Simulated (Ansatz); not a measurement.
An input for Ansatz 0.2.0 (PtSe2/PtSe2 (1T bilayer)):

```yaml
crystal:
  lattice:
    - [3.7099653742, 0.0, 0.0]
    - [-1.8549826871, 3.2129242612, 0.0]
    - [0.0, 0.0, 40.9]
  atoms:
    - { symbol: Pt, position: [0.0, 0.0, 0.4243874778] }
    - { symbol: Se, position: [0.3333333333, 0.6666666667, 0.4566293747] }
    - { symbol: Se, position: [0.6666666667, 0.3333333333, 0.3920469516] }
    - { symbol: Pt, position: [0.6666666667, 0.3333333333, 0.5756125222] }
    - { symbol: Se, position: [0.0, 0.0, 0.6079530484] }
    - { symbol: Se, position: [0.3333333333, 0.6666666667, 0.5433706253] }
  periodic: [true, true, false]
kpoints:
  mp_grid: { grid: [6, 6, 1] }
hamiltonian:
  xc: pbe
scf:
  occupations: { method: fixed }
  convergence: { dr2_threshold: 1.0e-10 }
gw:
  n_empty_bands: 719
  ecut_chi: 75.0
  qp_bands: [v2, c2]
  qp_kpoints: band_edges
  screening: { model: contour_deformation }
```

```sh
ansatz run input.yaml --threads 8 --pin off --max-ram 17510MiB --backend cpu --events-out ev --progress --plain --runs-dir out
```

Q: Estimate wall time and host memory on 8 threads of Arm Neoverse V2, shared host.

It took 6.1 min; on shared hardware allow 3 min to 12 min. Peak host memory was 11 GiB. The sizes that set the cost: 9557 plane waves a state, 7 irreducible k points, 769 bands summed, 747 plane waves in the screening and 11 SCF cycles.

The screening grows as filled bands × empty bands × pairs of k points, times the square of the screening basis for the matrix.

[Paths, hosts, dates, memory and timing lines, banners, echoed tables and standing remarks are left out of the program output.]

[Logs are printed without paths, hosts, clocks, repeated set-up lines and the standing remarks that a program may print on its own settings, such as how far it seeks lower states.]

[Runs of the session that timed out or met a known fault of the program may be left out.]

[Cells called generated may have been cut or substituted from an entry of the Crystallography Open Database or the Materials Project.]

[Hosts, paths, dates, database ids (printed as entryN), source tags and the programs' standing remarks are cut or masked in the printed files.]
